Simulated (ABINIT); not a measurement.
An input for ABINIT 10.8.3 (LiHF2 (R-3m)):

```
acell 3*1.0 Angstrom
rprim 
  1.466983587415 0.846963369091 4.366688724100
  -1.466983587415 0.846963369091 4.366688724100
  -0.000000000000 -1.693926738182 4.366688724100
ntypat 3
znucl 3 1 9
natom 4
typat 1 2 3 3
xred 
  0.000000000000 0.000000000000 0.000000000000
  0.500000000000 0.500000000000 0.500000000000
  0.413301880000 0.413301880000 0.413301880000
  0.586698120000 0.586698120000 0.586698120000
pp_dirpath "pseudos"
pseudos "Li.upf, H.upf, F.upf"
ecut 36
ngkpt 4 4 4
nshiftk 1
shiftk 0 0 0
kptopt 1
chksymbreak 0
istwfk *1
occopt 1
irdwfk 1
optdriver 4
nband 30
gwcalctyp 10
ecutsigx 36
symsigma 1
nkptgw 13
kptgw 
  0.0000000000 0.0000000000 0.0000000000
  0.2500000000 0.0000000000 0.0000000000
  0.5000000000 0.0000000000 0.0000000000
  0.2500000000 0.2500000000 0.0000000000
  0.5000000000 0.2500000000 0.0000000000
  -0.2500000000 0.2500000000 0.0000000000
  0.5000000000 0.5000000000 0.0000000000
  0.2500000000 0.2500000000 0.2500000000
  0.5000000000 0.2500000000 0.2500000000
  -0.2500000000 0.2500000000 0.2500000000
  0.5000000000 0.5000000000 0.2500000000
  -0.2500000000 0.5000000000 0.2500000000
  0.5000000000 0.5000000000 0.5000000000
bdgw 
  1 15
  1 15
  1 15
  1 15
  1 15
  1 15
  1 15
  1 15
  1 15
  1 15
  1 15
  1 15
  1 15
ecuteps 3.9
irdscr 1
ppmodel 1
irdqps 1
indata_prefix "in"
outdata_prefix "out"
tmpdata_prefix "tmp"
```

```sh
OMP_NUM_THREADS=1 mpirun -n 4 abinit run.abi > log
```

**Question.** Estimate wall time and host memory on 4 MPI ranks of Intel Xeon Platinum 8488C (Sapphire Rapids), shared host.

It took 54 s; on shared hardware allow 27 s to 1.8 min. Peak host memory was 1.9 GiB.

[Paths, hosts, dates, memory and timing lines, banners, echoed tables and standing remarks are left out of the program output.]

[Logs are printed without paths, hosts, clocks, repeated set-up lines and the standing remarks that a program may print on its own settings, such as how far it seeks lower states.]

[Runs of the session that timed out or met a known fault of the program may be left out.]

[Hosts, paths, dates, database ids (printed as entryN), source tags and the programs' standing remarks are cut or masked in the printed files.]

[G0W0 gaps are taken among the corrected bands and points alone; a level outside them can change the order at an edge.]

[Where Ansatz stands beside ABINIT at settings called matched, ABINIT's density can come from a denser mesh and the files from another edition; pairs whose starting gaps differed by over 0.03 eV were left out, so agreement reads better than it is.]
